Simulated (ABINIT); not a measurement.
An input for ABINIT 10.8.3 (Diamond (Fd-3m, 2 atoms a cell)):

```
acell 3*1.0 Angstrom
rprim 
  -0.000000000000 1.783370000000 1.783370000000
  1.783370000000 -0.000000000000 1.783370000000
  1.783370000000 1.783370000000 0.000000000000
ntypat 1
znucl 6
natom 2
typat 1 1
xred 
  -0.000000000000 0.000000000000 0.000000000000
  0.250000000000 0.250000000000 0.250000000000
pp_dirpath "pseudos"
pseudos "C.upf"
ecut 37
ngkpt 8 8 8
nshiftk 1
shiftk 0 0 0
kptopt 1
chksymbreak 0
istwfk *1
occopt 1
irdwfk 1
optdriver 3
nband 22
ecuteps 4.8
inclvkb 2
awtr 1
symchi 1
indata_prefix "in"
outdata_prefix "out"
tmpdata_prefix "tmp"
```

```sh
OMP_NUM_THREADS=1 mpirun -n 4 abinit run.abi > log
```

Q: How long will it take on 4 MPI ranks of Arm Neoverse N1, shared host, and how much memory?

It took 24 s; on shared hardware allow 12 s to 47 s. Peak host memory was 0.45 GiB.

[Paths, hosts, dates, memory and timing lines, banners, echoed tables and standing remarks are left out of the program output.]

[Logs are printed without paths, hosts, clocks, repeated set-up lines and the standing remarks that a program may print on its own settings, such as how far it seeks lower states.]

[Runs of the session that timed out or met a known fault of the program may be left out.]

[Hosts, paths, dates, database ids (printed as entryN), source tags and the programs' standing remarks are cut or masked in the printed files.]

[G0W0 gaps are taken among the corrected bands and points alone; a level outside them can change the order at an edge.]

[Where Ansatz stands beside ABINIT at settings called matched, ABINIT's density can come from a denser mesh and the files from another edition; pairs whose starting gaps differed by over 0.03 eV were left out, so agreement reads better than it is.]
